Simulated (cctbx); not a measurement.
# A crystallographic session in cctbx: Pr3Cu6Ge2

Library: cctbx 2025.11. The data are simulated by the first script.

## 1. Simulate the data

run.py:

```python
from cctbx import adptbx, crystal, miller, sgtbx, xray
from cctbx.array_family import flex
from iotbx.shelx import hklf
from scitbx import matrix
import scitbx.random

cs = crystal.symmetry(unit_cell=(9.262, 9.262, 9.262, 90, 90, 90), space_group_symbol='Hall: -I 4 2 3')  # Im-3m
atoms = [  # label, site, U (iso, or U11 U22 U33 U12 U13 U23 in A^2), occupancy
    ("Pr1", (0.7183, 0, 0), 0.0089, 1),
    ("Ge1", (0.25, 0.25, 0.25), 0.0118, 1),
    ("Cu1", (0.5, 0.167, 0.167), 0.0112, 1),
]
xs = xray.structure(crystal_symmetry=cs)
for label, site, u, occ in atoms:
    u = adptbx.u_cif_as_u_star(cs.unit_cell(), u) if isinstance(u, tuple) else u
    xs.add_scatterer(xray.scatterer(label, site=site, u=u, occupancy=occ))
xs.set_inelastic_form_factors(0.71073, "sasaki")
xs.show_summary()
p1 = xs.expand_to_p1()
ms = miller.build_set(p1, anomalous_flag=True, d_min=0.8)
flex.set_random_seed(809310)
scitbx.random.set_random_seed(809310)
ms = ms.select(flex.random_double(ms.size()) < 0.95)
i = ms.structure_factors_from_scatterers(p1, algorithm="direct").f_calc().as_intensity_array().data()
i = i * 70000 / flex.max(i)
sig = flex.sqrt(i + flex.pow2(0.015 * i) + 8 ** 2)
noise = scitbx.random.variate(scitbx.random.normal_distribution())(i.size())
data = ms.array(data=i + sig * noise, sigmas=sig).set_observation_type_xray_intensity()
with open("data.hkl", "w") as f:
    data.export_as_shelx_hklf(f)
print("reflections written:", data.size(), " <I/sigma> = %.1f" % flex.mean(data.data() / data.sigmas()))
for h, a, b in list(data.sort("data"))[:12]:
    print("%4d%4d%4d %9.1f %7.1f" % (h + (a, b)))
```

```console
$ python run.py
```

```text
Number of scatterers: 3
At special positions: 3
Unit cell: (9.262, 9.262, 9.262, 90, 90, 90)
Space group: I m -3 m (No. 229)
reflections written: 6281  <I/sigma> = 13.6
  -3  -3   0   71227.5  1082.8
   0  -3  -3   70847.5  1082.8
   3   3   0   70683.7  1082.8
   3   0  -3   70604.9  1082.8
   0   3   3   70432.6  1082.8
  -3   0  -3   69479.4  1082.8
   3  -3   0   69400.5  1082.8
   3   0   3   69302.8  1082.8
   0  -3   3   68624.0  1082.8
  -3   3   0   68385.7  1082.8
  -3   0   3   68027.7  1082.8
   0   0  -4   41515.3   636.5
```

Run time: 0.24 s on 1 thread of Arm Neoverse V2, with other jobs on the host, peak memory 0.07 GiB.

## 2. Symmetry

run.py:

```python
from cctbx import crystal, sgtbx, statistics
from cctbx.array_family import flex
from iotbx.shelx import hklf

p1 = crystal.symmetry(unit_cell=(9.262, 9.262, 9.262, 90, 90, 90), space_group_symbol="P 1")
raw = hklf.reader(file_name="data.hkl").as_miller_arrays(crystal_symmetry=p1, anomalous=True)[0]
print(raw.size(), "reflections to d = %.3f A" % raw.d_min())
isig = raw.data() / raw.sigmas()
print("centring   violations  <I/sigma> of those")
best = "P"
for c in "ABCIRF":
    a = raw.customized_copy(space_group_info=sgtbx.space_group_info("Hall: %s 1" % c)).sys_absent_flags().data()
    m = flex.mean(isig.select(a))
    print("%5s %10d of %5d %8.1f" % (c, (isig.select(a) > 4).count(True), a.count(True), m))
    if (isig.select(a) > 4).count(True) < 0.01 * a.count(True):
        best = c
raw = raw.select(~raw.customized_copy(space_group_info=sgtbx.space_group_info("Hall: %s 1" % best)).sys_absent_flags().data())
isig = raw.data() / raw.sigmas()
rows = []
for s in sgtbx.space_group_symbol_iterator():
    g = sgtbx.space_group(s)
    if g.conventional_centring_type_symbol() != best or not g.is_compatible_unit_cell(p1.unit_cell(), 1e-3, 0.02):
        continue
    rows.append((s, g))
print("Laue class    unique    Rint  (classes that these axes allow; Friedel mates merged)")
rint = {}
for s, g in rows:
    laue = g.build_derived_patterson_group()
    key = laue.type().hall_symbol()
    if key not in rint:
        m = raw.customized_copy(space_group_info=laue.info(), anomalous_flag=False).merge_equivalents()
        rint[key] = m.r_int()
        print("%-14s %6d %7.3f" % (laue.type().lookup_symbol(), m.array().size(), m.r_int()))
floor = min(rint.values())
good = [(s, g) for s, g in rows if rint[g.build_derived_patterson_group().type().hall_symbol()] < 2 * floor + 0.03]
top = max(g.build_derived_patterson_group().order_z() for s, g in good)
print("space group    extra absences  I>4sigma  <I/sigma>")
for s, g in good:
    laue = g.build_derived_patterson_group()
    if laue.order_z() != top:
        continue
    a = raw.customized_copy(space_group_info=g.info()).sys_absent_flags().data()
    a &= ~raw.customized_copy(space_group_info=laue.info()).sys_absent_flags().data()
    bad = (isig.select(a) > 4).count(True)
    if bad <= 0.03 * a.count(True):
        print("%-16s %8d %10d %9s  %s" % (s.universal_hermann_mauguin(), a.count(True), bad, "%.1f" % flex.mean(isig.select(a)) if a.count(True) else "-", "centric" if g.is_centric() else "acentric"))
laue = max(good, key=lambda t: t[1].build_derived_patterson_group().order_z())[1].build_derived_patterson_group()
f = raw.customized_copy(space_group_info=laue.info(), anomalous_flag=False).merge_equivalents().array().eliminate_sys_absent().f_sq_as_f()
f.set_observation_type_xray_amplitude()
bins = max(3, min(8, f.size() // 12))
f.setup_binner(n_bins=bins)
w = statistics.wilson_plot(f, {e: n / laue.order_z() for e, n in {'Pr': 12.0, 'Ge': 8.0, 'Cu': 24.0}.items()}, e_statistics=True)
print("Wilson B = %.2f A^2   <|E^2-1|> = %.3f (0.968 centric, 0.736 acentric)   E^2>4: %.1f %%" % (w.wilson_b, w.mean_e_sq_minus_1, w.percent_e_sq_gt_2))
print("shell (A)         n   <I/sigma>")
m = raw.customized_copy(space_group_info=laue.info(), anomalous_flag=False).merge_equivalents().array().eliminate_sys_absent()
for b in m.setup_binner(n_bins=bins).range_used():
    sel = m.binner().selection(b)
    print("%5.2f - %4.2f %6d %8.1f" % (min(m.binner().bin_d_range(b)[0] if m.binner().bin_d_range(b)[0] > 0 else 99, 99), m.binner().bin_d_range(b)[1], sel.count(True), flex.mean((m.data() / m.sigmas()).select(sel))))
```

```console
$ python run.py
```

```text
6281 reflections to d = 0.800 A
centring   violations  <I/sigma> of those
    A       1390 of  3157     13.5
    B       1384 of  3158     13.4
    C       1390 of  3143     13.5
    I          0 of  3133     -0.0
    R       1824 of  4160     13.0
    F       2082 of  4729     13.5
Laue class    unique    Rint  (classes that these axes allow; Friedel mates merged)
I 1 2/m 1         885   0.015
I 1 1 2/m         885   0.014
I 2/m 1 1         885   0.015
I m m m           498   0.016
I 4/m             445   0.016
I 4/m m m         271   0.016
I m -3            168   0.017
I m -3 m          106   0.017
space group    extra absences  I>4sigma  <I/sigma>
I 4 3 2                 0          0         -  acentric
I -4 3 m                0          0         -  acentric
I m -3 m                0          0         -  centric
Wilson B = 1.13 A^2   <|E^2-1|> = 0.783 (0.968 centric, 0.736 acentric)   E^2>4: 1.0 %
shell (A)         n   <I/sigma>
 6.55 - 1.59     17    145.8
 1.59 - 1.27     15    144.1
 1.27 - 1.11     13    152.7
 1.11 - 1.01     12    121.2
 1.01 - 0.94     13    188.0
 0.94 - 0.88     13    113.6
 0.88 - 0.84     11    178.5
 0.84 - 0.80     12    104.0
```

Time: 0.28 s.

## 3. Charge flipping

run.py:

```python
import itertools
from cctbx import crystal, maptbx
from cctbx.array_family import flex
from iotbx.shelx import hklf
from smtbx.ab_initio import charge_flipping as cf

cs = crystal.symmetry(unit_cell=(9.262, 9.262, 9.262, 90, 90, 90), space_group_symbol='Hall: -I 4 2 3')  # Im-3m
raw = hklf.reader(file_name="data.hkl").as_miller_arrays(crystal_symmetry=cs, anomalous=True)[0]
merged = raw.eliminate_sys_absent().merge_equivalents()
fo2 = merged.array().set_observation_type_xray_intensity()
f = fo2.average_bijvoet_mates().f_sq_as_f().resolution_filter(d_min=0.9)
p1 = f.expand_to_p1()
work = p1
flex.set_random_seed(77352)
it = cf.weak_reflection_improved_iterator(delta=None, weak_reflection_fraction=0.3)
it.start(work, phases=flex.random_double(p1.size()) * 6.2832, f_000=0)
it.delta = 1.2 * it.rho_map.sigma()
print("cycle      R  skewness")
for n, st in enumerate(itertools.islice(it, 100)):
    if n % 8 == 0:
        print("%5d %6.3f %8.2f" % (n, st.r1_factor(), st.rho_map.skewness()))
rho = p1.phase_transfer(it.f_calc).fft_map().apply_volume_scaling()
polish = cf.low_density_elimination_iterator(constant_rho_c=rho.sigma())
polish.start(f_obs=p1, phases=it.f_calc, f_000=0)
for _ in range(8):
    next(polish)
print("origin shift          correlation  skewness")
maps = []
for fc, shift, cc in itertools.islice(cf.f_calc_symmetrisations(f, polish.f_calc, 0), 4):
    m = f.phase_transfer(fc).fft_map(symmetry_flags=maptbx.use_space_group_symmetry, resolution_factor=0.25).apply_sigma_scaling()
    maps.append((m.skewness(), cc, m))
    print("%6.3f %6.3f %6.3f %10.3f %9.2f" % (tuple(shift) + (cc, m.skewness())))
skew, cc, m = max((t for t in maps if t[1] > maps[0][1] - 0.04), key=lambda t: t[0])
print("taken: symmetry correlation %.3f, skewness %.2f" % (cc, skew))
peaks = m.peak_search(parameters=maptbx.peak_search_parameters(min_distance_sym_equiv=0.9, max_clusters=8)).all()
sps = cs.special_position_settings(min_distance_sym_equiv=0.5)
print("peak      x       y       z  mult  height/sigma")
for k, (x, h) in enumerate(zip(peaks.sites(), peaks.heights())):
    ss = sps.site_symmetry(x)
    print("Q%-3d %7.4f %7.4f %7.4f %4d %8.1f" % ((k + 1,) + tuple(t % 1 for t in ss.exact_site()) + (ss.multiplicity(), h)))
```

```console
$ python run.py
```

```text
cycle      R  skewness
    0  0.634     0.23
    8  0.513     2.32
   16  0.404     3.02
   24  0.300     3.15
   32  0.295     3.15
   40  0.300     3.01
   48  0.279     3.00
   56  0.286     3.00
   64  0.289     2.97
   72  0.278     2.97
   80  0.301     2.97
   88  0.298     2.98
   96  0.296     2.95
origin shift          correlation  skewness
 0.044  0.529  0.710      0.889     -0.41
 0.465  0.339  0.850      0.909      0.56
 0.463  0.249  0.495      0.890      1.75
 0.043  0.029  0.210      0.868      0.26
taken: symmetry correlation 0.890, skewness 1.75
peak      x       y       z  mult  height/sigma
Q1    0.0000  0.0000  0.0000    2     12.4
Q2    0.0000  0.2787  0.2787   24      5.6
Q3    0.0000  0.0000  0.4220   12      2.9
Q4    0.0000  0.1200  0.5000   24      2.5
Q5    0.0000  0.0792  0.3273   48      2.3
Q6    0.1502  0.2206  0.2206   48      2.1
Q7    0.0000  0.3759  0.3759   24      1.3
Q8    0.0000  0.1497  0.2316   48      1.3
```

Time: 2.4 s.

## 4. Refinement (model from the peaks)

run.py:

```python
import math
from cctbx import adptbx, crystal, maptbx, sgtbx, xray
from cctbx.array_family import flex
from cctbx.xray import observations
from iotbx.shelx import hklf
from scitbx.lstbx import normal_eqns_solving
from smtbx import absolute_structure, utils
from smtbx.refinement import constraints, least_squares

cs = crystal.symmetry(unit_cell=(9.262, 9.262, 9.262, 90, 90, 90), space_group_symbol='Hall: -I 4 2 3')  # Im-3m
atoms = [  # label, site, U (iso, or U11 U22 U33 U12 U13 U23 in A^2), occupancy
    ("Ge1", (0, 0, 0), 0.0200, 1),
    ("Cu1", (0, 0.2787, 0.2787), 0.0200, 1),
]
xs = xray.structure(crystal_symmetry=cs)
for label, site, u, occ in atoms:
    u = adptbx.u_cif_as_u_star(cs.unit_cell(), u) if isinstance(u, tuple) else u
    xs.add_scatterer(xray.scatterer(label, site=site, u=u, occupancy=occ))
xs.set_inelastic_form_factors(0.71073, "sasaki")
raw = hklf.reader(file_name="data.hkl").as_miller_arrays(crystal_symmetry=cs, anomalous=True)[0]
merged = raw.eliminate_sys_absent().merge_equivalents()
fo2 = merged.array().set_observation_type_xray_intensity()
print("Rint %.3f, %d unique reflections to %.2f A" % (merged.r_int(), fo2.size(), fo2.d_min()))
for sc in xs.scatterers():
    sc.flags.set_grad_site(True)
    sc.flags.set_grad_u_aniso(sc.flags.use_u_aniso())
    sc.flags.set_grad_u_iso(sc.flags.use_u_iso())
obs = fo2.as_xray_observations()
extra = {}
rep = constraints.reparametrisation(xs, [], utils.connectivity_table(xs), **extra)
ls = least_squares.crystallographic_ls(obs, rep, weighting_scheme=least_squares.mainstream_shelx_weighting(a=0, b=0))
print("cycle     R1     wR2    GooF  max shift (A)")
for cycle in range(6):
    ls.build_up()
    r1, wr2, goof = ls.r1_factor(cutoff_factor=2)[0], ls.wR2(), ls.goof()
    old = xs.sites_cart()
    normal_eqns_solving.levenberg_marquardt_iterations(ls, n_max_iterations=3, tau=0.0001, step_threshold=1e-7)
    big = flex.max((xs.sites_cart() - old).norms())
    print("%4d %7.4f %7.4f %7.3f %9.5f" % (cycle + 1, r1, wr2, goof, big))
    ls.build_up(objective_only=True)
    if abs(ls.wR2() - wr2) < 5e-5 and big < 5e-4:
        break
ls.build_up()
print("final R1 %.4f wR2 %.4f GooF %.3f  parameters %d  data/parameter %.1f" % (ls.r1_factor(cutoff_factor=2)[0], ls.wR2(), ls.goof(), ls.n_parameters, fo2.size() / ls.n_parameters))
cov = ls.covariance_matrix_and_annotations()
su = dict(zip(cov.annotations, (math.sqrt(max(v, 0)) for v in cov.matrix.matrix_packed_u_diagonal())))
a2 = cs.unit_cell().reciprocal_parameters()[0] ** -2
print("atom        x        y        z      Ueq    occ   su(xyz)  su(Uiso or U11)")
for sc in xs.scatterers():
    s = max(su.get(sc.label + k, 0) for k in (".x", ".y", ".z"))
    npd = "" if sc.is_positive_definite_u(cs.unit_cell()) else "  NPD"
    print("%-5s %8.5f %8.5f %8.5f %8.4f %6.3f %8.5f %7.4f%s" % ((sc.label,) + sc.site + (sc.u_iso_or_equiv(cs.unit_cell()), sc.occupancy, s, su.get(sc.label + ".uiso", su.get(sc.label + ".u11", 0) * a2), npd)))
fo = fo2.f_sq_as_f()
fc = fo.structure_factors_from_scatterers(xs, algorithm="direct").f_calc()
diff = fo.f_obs_minus_f_calc(1 / math.sqrt(ls.scale_factor()), fc).average_bijvoet_mates()
m = diff.fft_map(symmetry_flags=maptbx.use_space_group_symmetry, resolution_factor=0.25).apply_volume_scaling()
print("difference map: max %.2f min %.2f rms %.2f" % (m.statistics().max(), m.statistics().min(), m.statistics().sigma()))
peaks = m.peak_search(parameters=maptbx.peak_search_parameters(min_distance_sym_equiv=0.6, max_clusters=6)).all()
near = xs.closest_distances(peaks.sites(), distance_cutoff=4)
sps = cs.special_position_settings(min_distance_sym_equiv=0.5)
for k, (x, h) in enumerate(zip(peaks.sites(), peaks.heights())):
    ss = sps.site_symmetry(x)
    print("Q%-3d %7.4f %7.4f %7.4f %4d %7.2f  %.2f A from %s" % ((k + 1,) + tuple(t % 1 for t in ss.exact_site()) + (ss.multiplicity(), h, near.smallest_distances[k], xs.scatterers()[near.i_seqs[k]].label)))
```

```console
$ python run.py
```

```text
Rint 0.017, 106 unique reflections to 0.80 A
cycle     R1     wR2    GooF  max shift (A)
   1  0.6116  0.8950 153.590   0.05890
   2  0.5605  0.8567 147.011   0.00097
   3  0.5608  0.8567 147.013   0.00252
   4  0.5601  0.8567 147.013   0.00204
   5  0.6003  0.8894 152.629   0.00000
   6  0.5607  0.8567 147.012   0.00050
final R1 0.5608 wR2 0.8567 GooF 147.013  parameters 3  data/parameter 35.3
atom        x        y        z      Ueq    occ   su(xyz)  su(Uiso or U11)
Ge1    0.00000  0.00000  0.00000   0.0001  1.000  0.00000  0.0142
Cu1    0.00000  0.27428  0.27428   0.0001  1.000  0.00193  0.0091
difference map: max 80.95 min -26.58 rms 10.29
Q1    0.0000  0.2706  0.2706   24   80.96  0.05 A from Cu1
Q2    0.0000  0.0000  0.0000    2   69.32  0.00 A from Ge1
Q3    0.0000  0.0833  0.3122   48   28.64  1.80 A from Cu1
Q4    0.0000  0.3566  0.4100   48   27.82  1.47 A from Cu1
Q5    0.0576  0.2990  0.3827   96   24.34  1.16 A from Cu1
Q6    0.1842  0.1842  0.2464   48   19.79  1.92 A from Cu1
```

Time: 0.58 s.

Figures of merit this high mean that the model is still wrong or incomplete.

## 5. Charge flipping

run.py, as its changes from the last script of this kind:

```diff
@@ -13,2 +13,3 @@
-work = p1
-flex.set_random_seed(77352)
+p1.setup_binner_counting_sorted(reflections_per_bin=max(40, p1.size() // 12))
+work = p1.array(data=p1.data() / p1.amplitude_quasi_normalisations().data())
+flex.set_random_seed(77353)
@@ -19,2 +20,2 @@
-for n, st in enumerate(itertools.islice(it, 100)):
-    if n % 8 == 0:
+for n, st in enumerate(itertools.islice(it, 200)):
+    if n % 16 == 0:
```

```console
$ python run.py
```

```text
cycle      R  skewness
    0  0.607     0.34
   16  0.338     3.34
   32  0.303     3.16
   48  0.311     3.15
   64  0.278     3.03
   80  0.281     3.12
   96  0.270     2.97
  112  0.270     2.96
  128  0.281     3.00
  144  0.271     2.96
  160  0.262     2.92
  176  0.274     2.94
  192  0.262     2.95
origin shift          correlation  skewness
 0.591  0.855  0.516      0.921      0.60
 0.165  0.188  0.970      0.925      0.73
 0.003  0.376  0.848      0.922      0.39
 0.464  0.752  0.866      0.901      0.41
taken: symmetry correlation 0.925, skewness 0.73
peak      x       y       z  mult  height/sigma
Q1    0.0000  0.2565  0.2565   24      5.2
Q2    0.0000  0.0000  0.0841   12      4.8
Q3    0.0000  0.0000  0.3442   12      2.9
Q4    0.0970  0.2875  0.2875   48      2.3
Q5    0.1562  0.1562  0.1562   16      2.3
Q6    0.0000  0.2957  0.3917   48      1.9
Q7    0.0000  0.0000  0.5000    6      1.7
Q8    0.1825  0.1825  0.2793   48      1.3
```

Time: 2.5 s.

## 6. Refinement (model from the peaks)

run.py, as its changes from the last script of this kind:

```diff
@@ -12,2 +12,2 @@
-    ("Ge1", (0, 0, 0), 0.0200, 1),
-    ("Cu1", (0, 0.2787, 0.2787), 0.0200, 1),
+    ("Cu1", (0, 0.2565, 0.2565), 0.0200, 1),
+    ("Pr1", (0, 0, 0.0841), 0.0200, 1),
```

```console
$ python run.py
```

```text
Rint 0.017, 106 unique reflections to 0.80 A
cycle     R1     wR2    GooF  max shift (A)
   1  0.8619  0.9836 169.625   0.21203
   2  0.7959  0.9675 166.849   0.05138
   3  0.8918  0.9900 170.725   0.03690
   4  0.7965  0.9682 166.970   0.04012
   5  0.8845  0.9886 170.489   0.01754
   6  0.7948  0.9677 166.877   0.02893
final R1 0.8841 wR2 0.9885 GooF 170.466  parameters 4  data/parameter 26.5
atom        x        y        z      Ueq    occ   su(xyz)  su(Uiso or U11)
Cu1    0.00000  0.26986  0.26986   0.0709  1.000  0.08069  0.5448
Pr1    0.00000  0.00000  0.05785   0.0196  1.000  0.03665  0.0708
difference map: max 742.06 min -490.16 rms 67.48
Q1    0.0000  0.0000  0.0499   12  749.65  0.07 A from Pr1
Q2    0.0000  0.2598  0.2598   24  311.50  0.13 A from Cu1
Q3    0.0000  0.0000  0.3532   12  272.15  2.62 A from Cu1
Q4    0.2017  0.2017  0.2017   16  188.11  2.07 A from Cu1
Q5    0.0913  0.0913  0.0913   16  161.77  1.24 A from Pr1
Q6    0.1178  0.1746  0.1746   48  132.37  1.66 A from Cu1
```

It took 0.58 s on 1 thread of Arm Neoverse V2, with other jobs on the host, peak memory 0.09 GiB.

Figures of merit this high mean that the model is still wrong or incomplete.

[Logs are printed without paths, hosts, clocks, repeated set-up lines and the standing remarks that a program may print on its own settings, such as how far it seeks lower states.]
